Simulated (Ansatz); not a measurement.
# Decaying states in the gap of Tl2GeBr3F3

A new crystal, Tl2GeBr3F3: structure, gap and complex bands. It is built by putting Br for part of the F in the Tl2GeF6 structure of space group P-3m1, with the volume rescaled by atomic radii. The parent structure comes from the Materials Project.

Main program and level: Ansatz 0.2.0; PBEsol DFT, plane waves, PAW files, in the first sound run; inputs show where later runs differ.

The structure was built from a prototype and need not be the compound's stable phase.

## (1) Set-up

The cell holds 9 atoms: 2 Tl, 1 Ge, 3 F and 3 Br. Cell: a = 6.586 Å, b = 6.586 Å, c = 5.424 Å, α = 90.0°, β = 90.0°, γ = 120.0°. It derives from Tl2GeF6. Br for part of the F in the Tl2GeF6 structure of space group P-3m1.

Coordinates:

```cif
data_structure
_symmetry_space_group_name_H-M 'P1'
_symmetry_Int_Tables_number 1
_cell_length_a 5.4237
_cell_length_b 6.5860
_cell_length_c 6.5860
_cell_angle_alpha 120.000
_cell_angle_beta 90.000
_cell_angle_gamma 90.000
_cell_volume 203.74
loop_
_atom_site_label
_atom_site_type_symbol
_atom_site_symmetry_multiplicity
_atom_site_Wyckoff_symbol
_atom_site_fract_x
_atom_site_fract_y
_atom_site_fract_z
_atom_site_occupancy
Tl1 Tl 1 a 0.30668 0.33333 0.66667 1
Tl2 Tl 1 a 0.69332 0.66667 0.33333 1
Ge1 Ge 1 a 0.00000 0.00000 0.00000 1
F1 F 1 a 0.21318 0.85144 0.14856 1
Br1 Br 1 a 0.78682 0.14856 0.85144 1
F2 F 1 a 0.21318 0.85144 0.70288 1
F3 F 1 a 0.78682 0.14856 0.29712 1
Br2 Br 1 a 0.21318 0.29712 0.14856 1
Br3 Br 1 a 0.78682 0.70288 0.85144 1
```

## (2) Relaxing the new crystal

The substituted atoms don't fit the parent's cell, so cell and atoms relax together. A small smearing keeps the run stable in case the gap closes on the way.

The input, input.yaml:

```yaml
crystal:
  lattice:
    - [6.5860212752, 0.0, 0.0]
    - [-3.2930106376, 5.7036617342, 0.0]
    - [0.0, 0.0, 5.4237274457]
  atoms:
    - { symbol: Tl, position: [0.3333333333, 0.6666666667, 0.30667819] }
    - { symbol: Tl, position: [0.6666666667, 0.3333333333, 0.69332181] }
    - { symbol: Ge, position: [0.0, 0.0, 0.0] }
    - { symbol: F, position: [0.85143874, 0.14856126, 0.21318187] }
    - { symbol: Br, position: [0.14856126, 0.85143874, 0.78681813] }
    - { symbol: F, position: [0.85143874, 0.70287748, 0.21318187] }
    - { symbol: F, position: [0.14856126, 0.29712252, 0.78681813] }
    - { symbol: Br, position: [0.29712252, 0.14856126, 0.21318187] }
    - { symbol: Br, position: [0.70287748, 0.85143874, 0.78681813] }
kpoints:
  mp_grid: { grid: [4, 4, 4] }
scf:
  occupations: { method: gaussian, width: 0.03 }
hamiltonian:
  xc: pbesol
output:
  forces: true
  stress: true
relax:
  f_tol: 0.02
  max_steps: 60
  cell: {}
```

On the command line:

```bash
ansatz run input.yaml --threads 2 --pin off --max-ram 4096MiB --backend cpu --events-out ev --progress --plain --runs-dir out
```

Numbers of over 12 decimals in the logs are rounded to 6 here.

The program printed:

```text
Engine: ansatz 0.2.0, aarch64-unknown-linux-gnu
Pseudopotentials: kind: paw
Pseudopotential: Tl, paw, valence charge 13, recommended cutoff 420 eV (normal), Tl.paw.azcp
Pseudopotential: Ge, paw, valence charge 14, recommended cutoff 420 eV (normal), Ge.paw.azcp
Pseudopotential: F, paw, valence charge 7, recommended cutoff 420 eV (normal), F.paw.azcp
Pseudopotential: Br, paw, valence charge 7, recommended cutoff 420 eV (normal), Br.paw.azcp
Functional definition: PBEsol
  exchange = pbesol_x
  correlation = pbesol_c
Crystal: 9 atoms, lattice volume = 203.739 Å³
Basis set: ecut = 420 eV, 3943 PW (Γ), exchange–correlation on 90×90×80 points (8 copies of the dense FFT grid, shifted against one another)
Bands: 50, of which v1, the nominal top of the filled ones, is band 41 counted from 1 (40 counted from 0)
Symmetry: 1 space group operations
Space group: P1 (ITA 1), of the structure as read, at distance tolerance 5.9e-5 Å
k-points: 36 of 64 (time reversal used)
Non-local potential: Tl, projectors of the file, l = 0: 2, l = 1: 2, l = 2: 2, l = 3: 1
Non-local potential: Ge, projectors of the file, l = 0: 2, l = 1: 2, l = 2: 3, l = 3: 1
Non-local potential: F, projectors of the file, l = 0: 2, l = 1: 2, l = 2: 1
Non-local potential: Br, projectors of the file, l = 0: 2, l = 1: 2, l = 2: 2
PAW form: soft (Blöchl's): semilocal exchange-correlation on the pseudo side does not see the compensation charge
PAW frozen core: Tl, regenerated for the run's functional, and the local potential with it (the file was generated under x = pbe(κ = 0.804, μ = 0.219515), c = pbe(β = 0.066725))
PAW frozen core: Ge, regenerated for the run's functional, and the local potential with it (the file was generated under x = pbe(κ = 0.804, μ = 0.219515), c = pbe(β = 0.066725))
PAW frozen core: F, regenerated for the run's functional, and the local potential with it (the file was generated under x = pbe(κ = 0.804, μ = 0.219515), c = pbe(β = 0.066725))
PAW frozen core: Br, regenerated for the run's functional, and the local potential with it (the file was generated under x = pbe(κ = 0.804, μ = 0.219515), c = pbe(β = 0.066725))
PAW one-centre angular grid: Tl, 590 points (default); XC on 64 Gauss nodes
PAW one-centre angular grid: Ge, 590 points (default); XC on 64 Gauss nodes
PAW one-centre angular grid: F, 110 points (default); XC on 64 Gauss nodes
PAW one-centre angular grid: Br, 110 points (default); XC on 64 Gauss nodes
Initial density: superposition of atomic densities (neutral atoms: chi_scale 0, normalization atom), corrected by the library's trained network
Initial wavefunctions: pseudopotential atomic-orbital guess
Functional: x = pbesol(κ = 0.804, μ = 0.123457), c = pbesol(β = 0.046)
SCF iter   1: F=—  HF=-37455.198698 eV  |F-HF|=—  |Δ(HF+E_count)|=         —  Δρ=7.79e-3  dr2=9.03e-2  ethr=1.77e-3  ⟨swp⟩=9.0  Hψ=8381  notcnv=0  defer=6
preconditioner: auto → Resta (q_TF=auto, 2.344 Å⁻¹)  ε∞=4.1  [insulator: Δε(μ)=2.711 eV  Ē_g=12.499 eV  σ=0.030 eV  W_gap=1.00  n_scr=46 (ndim 8)  ℏωp=22.1 eV  f_vac=0.047  D(μ)=0.00/eV (n_scr^D=0)  ε∞_Penn≈4.1]
SCF iter   2: F=—  HF=-37455.179928 eV  |F-HF|=—  |Δ(HF+E_count)|=   1.88e-2  Δρ=2.56e-3  dr2=1.08e-2  ethr=1.10e-4  ⟨swp⟩=2.4  Hψ=3682  notcnv=0  defer=50
SCF iter   3: F=—  HF=-37455.178289 eV  |F-HF|=—  |Δ(HF+E_count)|=   1.64e-3  Δρ=1.01e-3  dr2=2.31e-3  ethr=1.31e-5  ⟨swp⟩=2.0  Hψ=3250  notcnv=0  defer=50
SCF iter   4: F=—  HF=-37455.178269 eV  |F-HF|=—  |Δ(HF+E_count)|=   1.91e-5  Δρ=3.77e-4  dr2=3.18e-4  ethr=2.82e-6  ⟨swp⟩=2.7  Hψ=2925  notcnv=0  defer=50
SCF iter   5: F=—  HF=-37455.178323 eV  |F-HF|=—  |Δ(HF+E_count)|=   5.34e-5  Δρ=1.65e-4  dr2=5.50e-5  ethr=3.88e-7  ⟨swp⟩=2.2  Hψ=3196  notcnv=0  defer=50
SCF iter   6: F=—  HF=-37455.178216 eV  |F-HF|=—  |Δ(HF+E_count)|=   1.07e-4  Δρ=7.04e-5  dr2=7.96e-6  ethr=6.71e-8  ⟨swp⟩=2.0  Hψ=3162  notcnv=0  defer=50
SCF iter   7: F=—  HF=-37455.178217 eV  |F-HF|=—  |Δ(HF+E_count)|=   1.07e-6  Δρ=1.33e-5  dr2=5.73e-7  ethr=9.71e-9  ⟨swp⟩=2.0  Hψ=3011  notcnv=0  defer=50
SCF iter   8: F=—  HF=-37455.178217 eV  |F-HF|=—  |Δ(HF+E_count)|=   5.17e-7  Δρ=6.70e-6  dr2=1.04e-7  ethr=1.22e-10  ⟨swp⟩=5.9  Hψ=7146  notcnv=0
SCF iter   9: F=-37455.178217 eV  HF=-37455.178217 eV  |F-HF|=1.43e-8  |Δ(HF+E_count)|=   6.18e-8  Δρ=2.16e-6  dr2=1.31e-8  ethr=1.22e-10  ⟨swp⟩=4.0  Hψ=6372  notcnv=0
SCF 1 converged in 9 iterations: F = -37455.178217 eV  dr2 = 1.31e-8
  greatest PAW one-centre occupation: 1.000 electrons in one spin orbital (limit 2), on the Ge atom at site 2 (counted from 0), in its partial waves of l = 2
relax step   1: F+E_penalty+E_count = -37455.17821726 eV  Δ(F+E_penalty+E_count) = +0.000e0 eV  max|allowed force component| = 6.066e0 eV/Å  Δτ_max = 0.0000 Å  P = +10.151 GPa  Ω = 203.739 Å³  (9 SCF iters, dr2 threshold 1.00e-7 eV, accepted)
Crystal: 9 atoms, lattice volume = 208.676 Å³
Basis set: ecut = 420 eV, 4073 PW (Γ), exchange–correlation on 90×90×80 points (8 copies of the dense FFT grid, shifted against one another)
Initial density: handed on by an earlier stage of this run
Initial wavefunctions: those handed on with the density
iter 1 solved again at ethr=3.93e-4 eV; its pass at ethr=3.10e-3 eV (dr2=3.22e-1 eV) is discarded
SCF iter   1: F=—  HF=-37458.538643 eV  |F-HF|=—  |Δ(HF+E_count)|=         —  Δρ=1.25e-2  dr2=3.28e-1  ethr=3.93e-4  ⟨swp⟩=2.1  Hψ=8903  notcnv=0
preconditioner: auto → Resta (q_TF=auto, 2.335 Å⁻¹)  ε∞=4.1  [insulator: Δε(μ)=2.226 eV  Ē_g=12.346 eV  σ=0.030 eV  W_gap=1.00  n_scr=46 (ndim 8)  ℏωp=21.8 eV  f_vac=0.041  D(μ)=0.00/eV (n_scr^D=0)  ε∞_Penn≈4.1]
SCF iter   2: F=—  HF=-37458.457367 eV  |F-HF|=—  |Δ(HF+E_count)|=   8.13e-2  Δρ=5.91e-3  dr2=5.32e-2  ethr=3.93e-4  ⟨swp⟩=3.1  Hψ=2956  notcnv=0
SCF iter   3: F=—  HF=-37458.446558 eV  |F-HF|=—  |Δ(HF+E_count)|=   1.08e-2  Δρ=2.20e-3  dr2=8.05e-3  ethr=6.48e-5  ⟨swp⟩=3.0  Hψ=3673  notcnv=0
SCF iter   4: F=—  HF=-37458.444968 eV  |F-HF|=—  |Δ(HF+E_count)|=   1.59e-3  Δρ=7.80e-4  dr2=1.12e-3  ethr=9.82e-6  ⟨swp⟩=2.0  Hψ=3622  notcnv=0  defer=38
SCF iter   5: F=—  HF=-37458.445015 eV  |F-HF|=—  |Δ(HF+E_count)|=   4.79e-5  Δρ=2.88e-4  dr2=2.12e-4  ethr=1.36e-6  ⟨swp⟩=2.2  Hψ=3257  notcnv=0  defer=38
SCF iter   6: F=—  HF=-37458.444875 eV  |F-HF|=—  |Δ(HF+E_count)|=   1.41e-4  Δρ=9.73e-5  dr2=2.53e-5  ethr=2.59e-7  ⟨swp⟩=2.0  Hψ=3084  notcnv=0  defer=38
SCF iter   7: F=—  HF=-37458.444890 eV  |F-HF|=—  |Δ(HF+E_count)|=   1.52e-5  Δρ=3.21e-5  dr2=2.31e-6  ethr=3.08e-8  ⟨swp⟩=2.0  Hψ=3204  notcnv=0  defer=38
[...]
relax step  19: F+E_penalty+E_count = -37459.81912316 eV  Δ(F+E_penalty+E_count) = -8.059e-4 eV  max|allowed force component| = 7.787e-2 eV/Å  Δτ_max = 0.0596 Å  P = -0.039 GPa  Ω = 221.226 Å³  energy of the carried Pulay correction = -1.063e-2 eV  (8 SCF iters, dr2 threshold 6.19e-7 eV, accepted)
relax step  20: F+E_penalty+E_count = -37459.82114506 eV  Δ(F+E_penalty+E_count) = -2.022e-3 eV  max|allowed force component| = 3.727e-2 eV/Å  Δτ_max = 0.0218 Å  P = -0.024 GPa  Ω = 220.788 Å³  energy of the carried Pulay correction = -1.004e-2 eV  (6 SCF iters, dr2 threshold 3.79e-7 eV, accepted)
relax step  21: F+E_penalty+E_count = -37459.82028979 eV  Δ(F+E_penalty+E_count) = +8.553e-4 eV  max|allowed force component| = 4.900e-2 eV/Å  Δτ_max = 0.0393 Å  P = -0.045 GPa  Ω = 221.413 Å³  energy of the carried Pulay correction = -1.099e-2 eV  (8 SCF iters, dr2 threshold 8.68e-8 eV, accepted)
relax step  22: F+E_penalty+E_count = -37459.82141073 eV  Δ(F+E_penalty+E_count) = -1.121e-3 eV  max|allowed force component| = 3.513e-2 eV/Å  Δτ_max = 0.0170 Å  P = +0.007 GPa  Ω = 221.023 Å³  energy of the carried Pulay correction = -1.041e-2 eV  (7 SCF iters, dr2 threshold 1.50e-7 eV, accepted)
relax step  23: F+E_penalty+E_count = -37459.82201435 eV  Δ(F+E_penalty+E_count) = -6.036e-4 eV  max|allowed force component| = 1.362e-2 eV/Å  Δτ_max = 0.0083 Å  P = -0.010 GPa  Ω = 220.803 Å³  energy of the carried Pulay correction = -1.006e-2 eV  (6 SCF iters, dr2 threshold 7.71e-8 eV, accepted)
relax step  24: F+E_penalty+E_count = -37459.83778984 eV  Δ(F+E_penalty+E_count) = -1.578e-2 eV  max|allowed force component| = 1.325e-2 eV/Å  Δτ_max = 0.0000 Å  P = +0.047 GPa  Ω = 220.803 Å³  stress off target by 1.65e-1 GPa  SCF on the basis re-selected at this cell (its energy is not comparable with the rows above)  (9 SCF iters)
relax step  25: F+E_penalty+E_count = -37459.83836862 eV  Δ(F+E_penalty+E_count) = -5.788e-4 eV  max|allowed force component| = 7.853e-3 eV/Å  Δτ_max = 0.0205 Å  P = +0.023 GPa  Ω = 221.365 Å³  energy of the carried Pulay correction = -9.923e-4 eV  (8 SCF iters, dr2 threshold 6.80e-8 eV, accepted)
relax step  26: F+E_penalty+E_count = -37459.83820995 eV  Δ(F+E_penalty+E_count) = +1.587e-4 eV  max|allowed force component| = 1.012e-2 eV/Å  Δτ_max = 0.0147 Å  P = +0.012 GPa  Ω = 221.702 Å³  energy of the carried Pulay correction = -1.566e-3 eV  (8 SCF iters, dr2 threshold 1.61e-8 eV, accepted)
relax step  27: F+E_penalty+E_count = -37459.84020512 eV  Δ(F+E_penalty+E_count) = -1.995e-3 eV  max|allowed force component| = 1.010e-2 eV/Å  Δτ_max = 0.0000 Å  P = +0.020 GPa  Ω = 221.702 Å³  stress off target by 6.47e-2 GPa  SCF on the basis re-selected at this cell (its energy is not comparable with the rows above)  (7 SCF iters)
relax step  28: F+E_penalty+E_count = -37459.83992731 eV  Δ(F+E_penalty+E_count) = +2.778e-4 eV  max|allowed force component| = 5.960e-3 eV/Å  Δτ_max = 0.0151 Å  P = -0.005 GPa  Ω = 222.075 Å³  energy of the carried Pulay correction = -5.372e-4 eV  (8 SCF iters, dr2 threshold 1.05e-8 eV, accepted)
iter 1 solved again at ethr=2.69e-7 eV; its pass at ethr=3.10e-3 eV (dr2=2.21e-4 eV) is discarded
SCF iter   1: F=—  HF=-37459.840069 eV  |F-HF|=—  |Δ(HF+E_count)|=         —  Δρ=1.12e-4  dr2=7.75e-7  ethr=2.69e-7  ⟨swp⟩=4.5  Hψ=13319  notcnv=0
preconditioner: auto → Resta (q_TF=auto, 2.311 Å⁻¹)  ε∞=4.1  [insulator: Δε(μ)=2.671 eV  Ē_g=11.745 eV  σ=0.030 eV  W_gap=1.00  n_scr=46 (ndim 8)  ℏωp=20.5 eV  f_vac=0.094  D(μ)=0.00/eV (n_scr^D=0)  ε∞_Penn≈4.1]
SCF iter   2: F=—  HF=-37459.840409 eV  |F-HF|=—  |Δ(HF+E_count)|=   3.40e-4  Δρ=5.65e-5  dr2=2.02e-7  ethr=9.46e-10  ⟨swp⟩=2.6  Hψ=3377  notcnv=0
SCF iter   3: F=—  HF=-37459.840555 eV  |F-HF|=—  |Δ(HF+E_count)|=   1.46e-4  Δρ=1.07e-5  dr2=5.80e-8  ethr=2.46e-10  ⟨swp⟩=2.0  Hψ=3103  notcnv=0
SCF iter   4: F=—  HF=-37459.840558 eV  |F-HF|=—  |Δ(HF+E_count)|=   3.24e-6  Δρ=6.61e-7  dr2=5.52e-10  ethr=7.07e-11  ⟨swp⟩=2.0  Hψ=3008  notcnv=0
SCF iter   5: F=—  HF=-37459.840558 eV  |F-HF|=—  |Δ(HF+E_count)|=   8.41e-9  Δρ=3.01e-7  dr2=2.06e-10  ethr=1.00e-12  ⟨swp⟩=5.9  Hψ=7197  notcnv=0
SCF iter   6: F=-37459.840558 eV  HF=-37459.840558 eV  |F-HF|=1.02e-10  |Δ(HF+E_count)|=  1.89e-10  Δρ=1.23e-7  dr2=6.85e-11  ethr=1.00e-12  ⟨swp⟩=5.0  Hψ=5655  notcnv=0
SCF 29 converged in 6 iterations: F = -37459.840558 eV  dr2 = 6.85e-11
relax step  29: F+E_penalty+E_count = -37459.84055775 eV  Δ(F+E_penalty+E_count) = -6.304e-4 eV  max|allowed force component| = 6.054e-3 eV/Å  Δτ_max = 0.0000 Å  P = -0.004 GPa  Ω = 222.075 Å³  stress off target by 1.72e-2 GPa  SCF on the basis re-selected at this cell (its energy is not comparable with the rows above)  (6 SCF iters)
basis re-selected at this cell: Δ(F+E_penalty+E_count) = -6.304e-4 eV, ΔP = +0.002 GPa vs the last step (what re-selecting the basis moved, of the pressure what is left beyond the Pulay correction that the steps carried, after the strain that the cell walked since its last selection, with what the two solves' SCF thresholds leave and, on support functions, any second-order correction that the steps lacked; it is no m [...]
SCF converged after 6 iterations
Free energy (F): -37459.840558 eV
Harris-Foulkes:  -37459.840558 eV  (|F-HF|=1.02e-10)
Internal energy: -37459.840558 eV  (E = F + TS)
E sigma→0 (E₀):  -37459.840558 eV
Fermi energy:    4.519549 eV
--- Per-component energies (eV) ---
  E_band       = -489.195593
  E_kinetic    = 1790.746534
  E_local      = -8611.475325  (includes V_loc(G=0)·N_el)
  E_nonlocal   = 1498.781788
  E_hartree    = 3444.319835
  E_xc         = -1550.670154
  E_vxc        = -961.283993  (∫ρ·V_xc dr)
  E_paw        = -29204.537558  (= ΣΔE_a)
  E_vpaw       = -1094.610845  (= ΣTr[D̂ρ^β])
  E_aug_tail   = 0.006273  (compensation charges beyond the density's cutoff)
  E_ewald      = -4828.410558
  E_core_change = 1.398605  (= ΣΔE_core)
  E_smearing   = -0.000000  (= −TS)
  E_closure    = -0.000000  (closes the sum)
  Σ components = -37459.840558   (vs F -37459.840558, Δ=0.00e0)
--- Forces (eV/Å), atoms counted from 1 ---
  atom   1  Tl    -0.00030217     0.00130137    -0.00139341
  atom   2  Tl    -0.00095426     0.00052350     0.00267653
  atom   3  Ge     0.00605458    -0.00134311     0.00215981
  atom   4  F     -0.00102148     0.00122256    -0.00148783
  atom   5  Br    -0.00026047     0.00139016     0.00238410
  atom   6  F     -0.00318611    -0.00305271     0.00065512
  atom   7  F     -0.00122323     0.00015503     0.00071546
  atom   8  Br     0.00038973    -0.00179621    -0.00592549
  atom   9  Br     0.00050861     0.00159931     0.00021405
  max |Σ_I F_I| component: 5.20e-6 eV/Å
--- Stress (GPa, compression-positive) ---
       -0.002988      -0.002202       0.011136
       -0.002202      -0.004279       0.006350
        0.011136       0.006350      -0.003378
  P = ⅓ Tr σ = -0.0035 GPa (-0.035 kbar)
--- Relaxed structure (25 steps of the walk, 25 accepted, 4 SCFs on fresh bases) ---
  F+E_penalty+E_count = -37459.84055775 eV   max|allowed force component| = 6.054e-3 eV/Å   (the final SCF, on the basis selected at the relaxed cell)
  cell:  # Å, volume = 222.0752 Å³
    - [7.099694, -0.018021, 0.270155]
    - [-3.565454, 5.456498, 0.475932]
    - [0.222478, 0.581021, 5.815817]
  atoms:
    - { symbol: Tl, position: [0.271260, 0.608550, 0.286068] }
    - { symbol: Tl, position: [0.621827, 0.362631, 0.669628] }
    - { symbol: Ge, position: [0.00423251, 0.011204, 0.014001] }
    - { symbol: F, position: [0.937593, 0.193206, 0.162433] }
    - { symbol: Br, position: [0.111673, 0.760492, 0.821081] }
    - { symbol: F, position: [0.844637, 0.747939, 0.258108] }
    - { symbol: F, position: [0.181005, 0.272684, 0.767015] }
    - { symbol: Br, position: [0.357812, 0.175404, 0.197654] }
    - { symbol: Br, position: [0.669960, 0.867890, 0.824012] }
```

Elapsed: 7.6 min, on 2 threads of Arm Neoverse V1, shared host; peak memory 0.64 GiB; 15 min of CPU time.

The steps of the relaxation (22 of 29):

```
step  energy less that of the first step (eV)  largest force component (eV/Å)  pressure (GPa)  volume (Å³)
   1                                   0.0000                          6.0659           10.15       203.74
   2                                  -3.2667                          1.6770            0.22       208.68
   4                                  -4.3984                          0.3865            0.68       214.42
   5                                  -4.4656                          0.1912           -0.03       219.19
   6                                  -4.4881                          0.1007           -0.14       219.16
   8                                  -4.5133                          0.1728           -0.10       219.21
   9                                  -4.5266                          0.0792            0.07       221.08
  10                                  -4.5335                          0.1329            0.08       219.40
  12                                  -4.5432                          0.1239           -0.02       215.99
  13                                  -4.5474                          0.0725           -0.05       216.16
  14                                  -4.5491                          0.0386           -0.01       215.74
  16                                  -4.5513                          0.0076            0.02       214.71
 17*                                  -4.6243                          0.0085            0.50       214.71
  18                                  -4.6401                          0.0911            0.24       217.05
  20                                  -4.6429                          0.0373           -0.02       220.79
  21                                  -4.6421                          0.0490           -0.04       221.41
  22                                  -4.6432                          0.0351            0.01       221.02
 24*                                  -4.6596                          0.0132            0.05       220.80
  25                                  -4.6602                          0.0079            0.02       221.36
  26                                  -4.6600                          0.0101            0.01       221.70
  28                                  -4.6617                          0.0060           -0.01       222.08
 29*                                  -4.6623                          0.0061            0.00       222.08
```

Relaxation steps marked * repeat the geometry before them on a plane-wave basis chosen anew for their cell, so energy and pressure can jump there. Other such steps can lie between the rows shown.

| cell as run | before | after | change |
| --- | --- | --- | --- |
| a (Å) | 6.586 | 7.105 | +7.9 % |
| b (Å) | 6.586 | 6.535 | -0.8 % |
| c (Å) | 5.424 | 5.849 | +7.8 % |
| α (°) | 90.00 | 82.26 | -8.6 % |
| β (°) | 90.00 | 85.67 | -4.8 % |
| γ (°) | 120.00 | 122.99 | +2.5 % |
| volume (Å³/atom) | 22.64 | 24.68 | +9.0 % |

The atoms that moved most (Å, as changes of fractional coordinates times the final cell):

| atom | dx | dy | dz | length |
| --- | --- | --- | --- | --- |
| F4 | 0.441 | 0.213 | -0.251 | 0.550 |
| Br5 | 0.070 | -0.476 | 0.146 | 0.502 |
| Tl2 | -0.428 | 0.147 | -0.136 | 0.473 |
| F6 | -0.199 | 0.272 | 0.281 | 0.439 |
| Tl1 | -0.238 | -0.328 | -0.164 | 0.437 |
| Br9 | -0.284 | 0.112 | 0.215 | 0.374 |
| F7 | 0.313 | -0.145 | -0.118 | 0.365 |
| Br8 | 0.332 | 0.136 | -0.061 | 0.364 |

This step gave:

```yaml
free_energy: -37459.8406 eV
fermi_energy: 4.520 eV
pressure: -0.003549 GPa
```

The largest force component on a free atom ends at 0.0061 eV/Å.

(Continued in part 2 of 3.)

[Logs are printed without paths, hosts, clocks, repeated set-up lines and the standing remarks that a program may print on its own settings, such as how far it seeks lower states.]

[Hosts, paths, dates, database ids (printed as entryN), source tags and the programs' standing remarks are cut or masked in the printed files.]

[New means built here by substitution; the compound itself may be known and measured.]
